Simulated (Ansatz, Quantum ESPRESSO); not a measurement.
## Lattice dynamics of LiF (Griceite) in two programs

Wanted: phonon bands, density of states and zone-centre response of LiF (Griceite).

Calculated with Quantum ESPRESSO 7.5; DFT PBE, scalar-relativistic, plane waves, PseudoDojo norm-conserving pseudopotentials.

Most raw output is cut from this account.

## Step 1: Starting point

The structure is cubic, space group Fm-3m (No. 225). Conventional cell: a = 4.028 Å, b = 4.028 Å, c = 4.028 Å, α = 90.00°, β = 90.00°, γ = 90.00°. Li has 6 F at 2.01 Å nearest. Nearest to F lie 6 Li at 2.01 Å. Farther neighbours and most contacts between anions are not listed.

As a file:

```cif
data_structure
_symmetry_space_group_name_H-M 'P 1'
_symmetry_Int_Tables_number 1
_cell_length_a 2.8482
_cell_length_b 2.8482
_cell_length_c 2.8482
_cell_angle_alpha 60.000
_cell_angle_beta 60.000
_cell_angle_gamma 60.000
_cell_volume 16.34
loop_
_atom_site_label
_atom_site_type_symbol
_atom_site_fract_x
_atom_site_fract_y
_atom_site_fract_z
_atom_site_occupancy
Li1 Li 0.00000 0.00000 0.00000 1
F2 F 0.50000 0.50000 0.50000 1
```

## Step 2: A first look

A cheap run with smearing and empty bands tells whether the crystal has a gap, which decides between fixed occupations and smearing later on.

The input, probe.in:

```
 &control
    calculation='scf',
    prefix='x',
    outdir='./tmp',
    pseudo_dir='./pseudo',
    tprnfor=.true.,
    tstress=.true.,
    verbosity='high',
 /
 &system
    ibrav=2,
    celldm(1)=7.61181683,
    nat=2,
    ntyp=2,
    ecutwfc=84.0,
    occupations='smearing',
    smearing='gaussian',
    degauss=0.01,
 /
 &electrons
    conv_thr=1.0d-07,
    mixing_beta=0.7,
    electron_maxstep=100,
 /
ATOMIC_SPECIES
 Li      6.9400  Li.upf
 F      18.9984  F.upf
ATOMIC_POSITIONS crystal
 Li     0.000000000   0.000000000   0.000000000
 F      0.500000000   0.500000000   0.500000000
K_POINTS automatic
 8 8 8 0 0 0
```

Command:

```
> OMP_NUM_THREADS=1 mpirun -n 2 pw.x -nk 2 -in probe.in > probe.out
```

Wall time 3.3 s (2 MPI ranks of Arm Neoverse N1, shared host); 6.5 s of CPU time.

Numbers from this step:

```yaml
volume_per_atom: 8.169 Å³
pressure: 1.673 GPa
gap_on_the_k_mesh: 9.114 eV
```

A gap of 9.1 eV opens on this mesh, so the crystal is taken as an insulator; the start stands at 1.7 GPa.

## Step 3: Relaxation

The harmonic expansion starts where the forces on the atoms vanish, and stress shifts the frequencies, so cell and atoms are relaxed with tight thresholds.

The input, relax.in:

```
 &control
    calculation='vc-relax',
    prefix='x',
    outdir='./tmp',
    pseudo_dir='./pseudo',
    tprnfor=.true.,
    tstress=.true.,
    forc_conv_thr=2.0d-05,
    etot_conv_thr=1.0d-07,
    nstep=40,
 /
 &system
    ibrav=2,
    celldm(1)=7.61181683,
    nat=2,
    ntyp=2,
    ecutwfc=84.0,
    occupations='fixed',
    nbnd=7,
 /
 &electrons
    conv_thr=1.0d-11,
    mixing_beta=0.7,
    electron_maxstep=100,
 /
 &ions
 /
 &cell
    press_conv_thr=0.2,
 /
ATOMIC_SPECIES
 Li      6.9400  Li.upf
 F      18.9984  F.upf
ATOMIC_POSITIONS crystal
 Li     0.000000000   0.000000000   0.000000000
 F      0.500000000   0.500000000   0.500000000
K_POINTS automatic
 8 8 8 0 0 0
```

Command:

```
> OMP_NUM_THREADS=1 mpirun -n 2 pw.x -nk 2 -in relax.in > relax.out
```

Wall time 14 s (2 MPI ranks).

Relaxation path:

```
step  energy less that of the first step (eV)  largest force (eV/Å)  pressure (GPa)  volume (Å³)
   1                                   0.0000                0.0000            1.74        16.34
   2                                  -0.0013                0.0000            1.08        16.48
   3                                  -0.0020                0.0000            0.39        16.64
   4                                  -0.0021                0.0000            0.01        16.74
   5                                  -0.0021                0.0000            0.01        16.74
   6                                  -0.0022                0.0000            0.02        16.74
```

```
conventional cell, symmetrised  before  after  change
                         a (Å)   4.028  4.061  +0.8 %
                         b (Å)   4.028  4.061  +0.8 %
                         c (Å)   4.028  4.061  +0.8 %
              volume (Å³/atom)    8.17   8.37  +2.4 %
```

Final coordinates:

```cif
data_structure
_symmetry_space_group_name_H-M 'P 1'
_symmetry_Int_Tables_number 1
_cell_length_a 2.8712
_cell_length_b 2.8712
_cell_length_c 2.8712
_cell_angle_alpha 60.000
_cell_angle_beta 60.000
_cell_angle_gamma 60.000
_cell_volume 16.74
loop_
_atom_site_label
_atom_site_type_symbol
_atom_site_fract_x
_atom_site_fract_y
_atom_site_fract_z
_atom_site_occupancy
Li1 Li 0.00000 0.00000 0.00000 1
F2 F 0.50000 0.50000 0.50000 1
```

The last row of the table of steps is pw.x's closing run on a basis chosen anew for the final cell, so its energy can jump.

This step gave:

- volume per atom: 8.369 Å³
- pressure: 0.02300 GPa
- gap on the k-mesh: 8.902 eV

The volume changes by +2.4 % from the cell with which this run began.

## Step 4: Ground state

Perturbation theory inherits every error of the wavefunctions, so the threshold is set near the limit of the arithmetic. With a gap, occupations are fixed, which also allows the response to an electric field.

The input, scf.in:

```
 &control
    calculation='scf',
    prefix='x',
    outdir='./tmp',
    pseudo_dir='./pseudo',
    tprnfor=.true.,
    tstress=.true.,
 /
 &system
    ibrav=2,
    celldm(1)=7.67333966,
    nat=2,
    ntyp=2,
    ecutwfc=84.0,
    occupations='fixed',
    nbnd=7,
 /
 &electrons
    conv_thr=1.0d-12,
    mixing_beta=0.7,
    electron_maxstep=100,
 /
ATOMIC_SPECIES
 Li      6.9400  Li.upf
 F      18.9984  F.upf
ATOMIC_POSITIONS crystal
 Li     0.000000000   0.000000000   0.000000000
 F      0.500000000   0.500000000   0.500000000
K_POINTS automatic
 8 8 8 0 0 0
```

Command:

```
> OMP_NUM_THREADS=1 mpirun -n 2 pw.x -nk 2 -in scf.in > scf.out
```

Elapsed: 3.6 s, on 2 MPI ranks.

The cell stands at 0.023 GPa, close enough for phonons.

## Step 5: Phonons on a q mesh

Linear response treats each wavevector in the unit cell, with no supercell; the 4×4×4 mesh fixes the range of the force constants to be had.

The input, ph.in:

```
phonons
 &inputph
    prefix='x',
    outdir='./tmp',
    fildyn='x.dyn',
    tr2_ph=1.0d-18,
    epsil=.true.,
    ldisp=.true.,
    nq1=4,
    nq2=4,
    nq3=4,
 /
```

Command:

```
> OMP_NUM_THREADS=1 mpirun -n 2 ph.x -nk 2 -in ph.in > ph.out
```

It took 17 min on 2 MPI ranks.

Read from the output:

```
miss of the charge sum rule                                        : 4.70e-4 e
largest acoustic frequency at the zone centre before the sum rule  : 13.71 cm⁻¹
highest optical zone-centre mode (no LO-TO term)                   : 270.9 cm⁻¹
lowest optical zone-centre mode                                    : 270.9 cm⁻¹
mean high-frequency dielectric constant                            : 2.044
largest Born charge in size (third of the trace)                   : 1.055 e
lowest mode on the q mesh (acoustic ones at the zone centre apart) : 132.2 cm⁻¹
```

Frequencies (cm⁻¹) at each irreducible wavevector; negative means imaginary. Frequencies by wavevector:

```csv
q (fractions),star,mode 1,mode 2,mode 3,mode 4,mode 5,mode 6
0 0 0,1,13.71,13.71,13.71,270.9,270.9,270.9
0 0 0.25,8,132.2,132.2,251.2,270.5,270.5,607.1
0 0 -0.5,4,195.1,195.1,263.3,263.3,372.7,581.4
0 0.25 0.25,6,175.7,175.7,238.7,290.4,290.4,541.6
0 0.25 -0.5,24,219.2,254.7,288.5,316.9,341.1,487.9
0 0.25 -0.25,12,186.4,259.6,269,306.4,329.3,526.2
0 -0.5 -0.5,3,240.4,240.4,311.5,311.5,329.9,447.2
0.25 -0.5 -0.25,6,258.4,299.8,299.8,349.3,379.3,379.3
```

Born charge (rows field, columns displacement), before the sum rule (e), principal values of the symmetric part by kind of site:

```csv
atom,atoms with these values,low,middle,high,mean
Li1,1,1.05,1.05,1.05,1.05
F2,1,-1.05,-1.05,-1.05,-1.05
```

In full for F2:

```
-1.05  0.00  0.00
 0.00 -1.05  0.00
 0.00  0.00 -1.05
```

High-frequency dielectric tensor:

```
2.04 0.00 0.00
0.00 2.04 0.00
0.00 0.00 2.04
```

The acoustic modes at Γ come out as far as 13.7 cm⁻¹ from zero, where they should vanish, a sizeable error of basis and grid; the Born charges miss their sum rule by 4.7e-4 e, which is good.

## Step 6: Fourier transform to real space

The dynamical matrices of the mesh are Fourier-transformed to force constants in real space, after the long-range dipole part is taken out.

The input, q2r.in:

```
 &input
    fildyn='x.dyn',
    zasr='simple',
    flfrc='x.fc',
 /
```

Command:

```
> q2r.x < q2r.in > q2r.out
```

Run time: 0.52 s. Hardware: 1 thread.

## Step 7: Interpolated phonon bands

From the force constants any wavevector is cheap; points of the mesh come back as solved, but for the sum rule and, in polar crystals, the LO-TO term at Γ; the rest is interpolation.

The input, matdyn.in:

```
 &input
    asr='simple',
    flfrc='x.fc',
    flfrq='x.freq',
    flvec='x.modes',
    q_in_band_form=.true.,
    q_in_cryst_coord=.true.,
 /
8
  0.0000000   0.0000000   0.0000000  12  ! GAMMA
  0.0000000   0.5000000   0.5000000  12  ! X
  0.0000000   0.6250000   0.3750000   1  ! U
 -0.3750000   0.3750000   0.0000000  12  ! K
  0.0000000   0.0000000   0.0000000  12  ! GAMMA
  0.0000000   0.5000000   0.0000000  12  ! L
 -0.2500000   0.5000000   0.2500000  12  ! W
  0.0000000   0.5000000   0.5000000   1  ! X
```

Command:

```
> matdyn.x -in matdyn.in > matdyn.out
```

Wall time 0.52 s (1 thread).

Read from the output:

```
lowest frequency on the path : 0 cm⁻¹
```

Matdyn.x, sum rule simple. The phonon branches at the labelled points (cm⁻¹):

| point | branch 1 | branch 2 | branch 3 | branch 4 | branch 5 | branch 6 |
| --- | --- | --- | --- | --- | --- | --- |
| Γ | 0 | 0 | 0 | 270 | 270 | 623 |
| halfway | 175 | 175 | 238 | 290 | 290 | 541 |
| X | 240 | 240 | 311 | 311 | 330 | 447 |
| halfway | 238 | 260 | 307 | 326 | 336 | 438 |
| U | 230 | 296 | 296 | 313 | 396 | 410 |
| jump to K | 230 | 296 | 296 | 313 | 396 | 410 |
| halfway | 147 | 205 | 260 | 265 | 306 | 572 |
| Γ | 0 | 0 | 0 | 270 | 270 | 623 |
| halfway | 132 | 132 | 251 | 270 | 270 | 607 |
| L | 195 | 195 | 262 | 262 | 372 | 581 |
| halfway | 217 | 255 | 284 | 314 | 356 | 500 |
| W | 258 | 300 | 300 | 349 | 379 | 379 |
| halfway | 249 | 264 | 322 | 329 | 331 | 429 |
| X | 240 | 240 | 311 | 311 | 330 | 447 |

All branches are real along the path.

## Step 8: Density of states

Sums over the zone need many more wavevectors than were solved, so the interpolation is sampled on a dense mesh.

The input, matdyn.in:

```
 &input
    asr='simple',
    flfrc='x.fc',
    dos=.true.,
    fldos='x.dos',
    nk1=19,
    nk2=19,
    nk3=19,
    deltaE=1.0,
 /
```

Command:

```
> matdyn.x -in matdyn.in > matdyn.out
```

Run time: 17 s. Hardware: 1 thread.

This step gave:

| Property | Result |
| --- | --- |
| share of modes beyond 3i cm⁻¹ on the dense interpolated mesh | 0 |
| zero-point energy per atom | 57.16 meV |
| heat capacity at 300 K | 20.66 J/(mol atoms K) |
| vibrational entropy at 300 K | 19.13 J/(mol atoms K) |

The phonon density of states has structure finer than the step of the table below, so its rows give means over 25 cm⁻¹, whole bins alone (the curve runs from 0 to 620 cm⁻¹). Peaks (cm⁻¹: height): total 236.0: 0.0221, 268.0: 0.0474, 320.0: 0.0495, 356.0: 0.0176; F 236.0: 0.0209, 268.0: 0.0159, 320.0: 0.0298, 356.0: 0.00955; Li 268.0: 0.0315, 444.0: 0.00528.

Tetrahedra. The phonon density of states by wavenumber; means over each step; values in 1/cm⁻¹/cell:

| wavenumber (cm⁻¹) | total | F | Li |
| --- | --- | --- | --- |
| 25 | 5.8e-5 | 4.4e-5 | 1.4e-5 |
| 50 | 3.6e-4 | 2.7e-4 | 9.4e-5 |
| 75 | 9.2e-4 | 6.9e-4 | 2.3e-4 |
| 100 | 0.00182 | 0.00139 | 4.4e-4 |
| 125 | 0.00318 | 0.00247 | 7.1e-4 |
| 150 | 0.00528 | 0.00424 | 0.00103 |
| 175 | 0.00898 | 0.00761 | 0.00137 |
| 200 | 0.0171 | 0.0156 | 0.00142 |
| 225 | 0.0208 | 0.0197 | 0.00117 |
| 250 | 0.0167 | 0.0148 | 0.00187 |
| 275 | 0.0413 | 0.0148 | 0.0265 |
| 300 | 0.0382 | 0.0120 | 0.0262 |
| 325 | 0.0265 | 0.0136 | 0.0129 |
| 350 | 0.0132 | 0.00627 | 0.00691 |
| 375 | 0.00539 | 0.00160 | 0.00379 |
| 400 | 8.9e-4 | 6.8e-5 | 8.2e-4 |
| 425 | 0.00360 | 3.5e-4 | 0.00326 |
| 450 | 0.00544 | 5.9e-4 | 0.00485 |
| 475 | 0.00493 | 5.1e-4 | 0.00442 |
| 500 | 0.00502 | 5.3e-4 | 0.00449 |
| 525 | 0.00524 | 5.8e-4 | 0.00465 |
| 550 | 0.00550 | 6.6e-4 | 0.00484 |
| 575 | 0.00553 | 7.7e-4 | 0.00476 |
| 600 | 0.00341 | 7.2e-4 | 0.00269 |

Harmonic thermodynamic functions per atom, summed over the density of states scaled to three modes an atom; melting is ignored. Thermodynamic functions:

```csv
T (K),F_vib (meV/atom),S (J/mol-atom/K),C_V (J/mol-atom/K)
0,57.16,0,0
50,57.12,0.334,1.203
100,56.38,2.94,7.46
200,48.98,11.46,16.86
300,33,19.13,20.66
400,9.85,25.33,22.36
500,-19.13,30.42,23.23
600,-52.94,34.71,23.73
700,-90.86,38.39,24.04
800,-132.4,41.62,24.25
900,-177,44.48,24.39
1000,-224.5,47.05,24.49
```

At 300 K the heat capacity has reached 83 % of the Dulong-Petit value.

## Step 9: Modes with the sum rule

A rigid shift of the crystal must cost nothing, but grids and finite bases break this; the acoustic sum rule is imposed before the matrix is diagonalised again. With Born charges the intensities follow, and the static dielectric tensor.

The input, dynmat.in:

```
 &input
    fildyn='x.dyn1',
    asr='simple',
    fileig='dynmat.eig',
    lperm=.true.,
 /
```

Command:

```
> dynmat.x -in dynmat.in > dynmat.out
```

Run time: 0.47 s. Hardware: 1 thread.

Numbers from this step:

```
highest optical zone-centre mode (no LO-TO term) : 270.3 cm⁻¹
lowest optical zone-centre mode                  : 270.3 cm⁻¹
mean static dielectric constant                  : 10.84
```

Unit eigenvectors of the mass-weighted matrix after the sum rule; no LO-TO term. Modes at Γ, with each element's share of the kinetic energy:

```csv
mode,frequency (cm⁻¹),symmetry,Li %,F %
1,0.0,acoustic,27,73
2,0.0,acoustic,27,73
3,0.0,acoustic,27,73
4,270.3,T1u,73,27
5,270.3,T1u,73,27
6,270.3,T1u,73,27
```

Displacements in mode 4 (270.3 cm⁻¹), the largest set to 1:
```
Li1  0.00  1.00  0.00
F2   0.00 -0.37  0.00
```

Degenerate modes summed, no LO-TO term. Infrared lines, with heights relative to the strongest:

```csv
position (cm⁻¹),lines merged,label,"IR intensity, relative"
270,3,T1u,100
```

Static dielectric tensor (ions relaxed, fixed cell):

```
10.84  0.00  0.00
 0.00 10.84  0.00
 0.00  0.00 10.84
```

The rule also moves an optical mode by 0.6 cm⁻¹.

## Step 10: Sum rules set otherwise (asr no)

Without the rule the raw error of the acoustic modes shows.

The input, dynmat.in:

```
 &input
    fildyn='x.dyn1',
    asr='no',
    fileig='dynmat.eig',
    lperm=.true.,
 /
```

Command:

```
> dynmat.x -in dynmat.in > dynmat.out
```

Run time: 0.47 s. Hardware: 1 thread.

This step gave:

```yaml
highest_optical_zone_centre_mode_no_lo_to_term: 270.9 cm⁻¹
lowest_optical_zone_centre_mode: 270.9 cm⁻¹
mean_static_dielectric_constant: 10.81
```

Zone-centre frequencies as printed; negative means imaginary. Modes:

```csv
mode,frequency (cm⁻¹)
1,13.71
2,13.71
3,13.71
4,270.9
5,270.9
6,270.9
```

Against the first rule no mode moves by more than 13.8 cm⁻¹.

## Step 11: Sum rules set otherwise: a sum rule for molecules or wires on a crystal

This rule also removes rotations, which suits molecules and not a crystal; it is tried to see the harm.

The input, dynmat.in:

```
 &input
    fildyn='x.dyn1',
    asr='zero-dim',
    fileig='dynmat.eig',
    lperm=.true.,
 /
```

Command:

```
> dynmat.x -in dynmat.in > dynmat.out
```

Elapsed: 0.47 s, on 1 thread.

The run ended normally, but on settings that are not sound.

The fault: a sum rule for molecules or wires on a crystal; 2 optical modes are projected out to zero frequency, as if they were rotations, and the static dielectric tensor is spoilt.

For a crystal the rule has to be 'simple' or 'crystal'.

Zone-centre frequencies as printed; negative means imaginary. Modes:

```csv
mode,frequency (cm⁻¹)
1,0
2,0
3,0
4,0
5,0
6,270.8
```

## Step 12: Modes along a direction of q (1 0 0)

A longitudinal polar mode sets up a macroscopic field that stiffens it; the term hangs on the direction from which q goes to zero.

The input, dynmat.in:

```
 &input
    fildyn='x.dyn1',
    asr='simple',
    fileig='dynmat.eig',
    q(1)=1.0,
    q(2)=0.0,
    q(3)=0.0,
 /
```

Command:

```
> dynmat.x -in dynmat.in > dynmat.out
```

The job ended after 0.47 s (1 thread).

Numbers from this step:

```yaml
highest_mode_moved_by_the_lo_to_term: 622.7 cm⁻¹
```

Zone-centre frequencies as printed; negative means imaginary. Modes:

```
mode  frequency (cm⁻¹)
   1                 0
   2                 0
   3                 0
   4             270.3
   5             270.3
   6             622.7
```

The field moves one mode, from 270 to 623 cm⁻¹; the others stay.

(Continued in part 2 of 2.)

[Host names and launcher messages were left out of these logs when they were recorded.]

[Logs are printed without paths, hosts, clocks, repeated set-up lines and the standing remarks that a program may print on its own settings, such as how far it seeks lower states.]

[Hosts, paths, dates, database ids (printed as entryN), source tags and the programs' standing remarks are cut or masked in the printed files.]
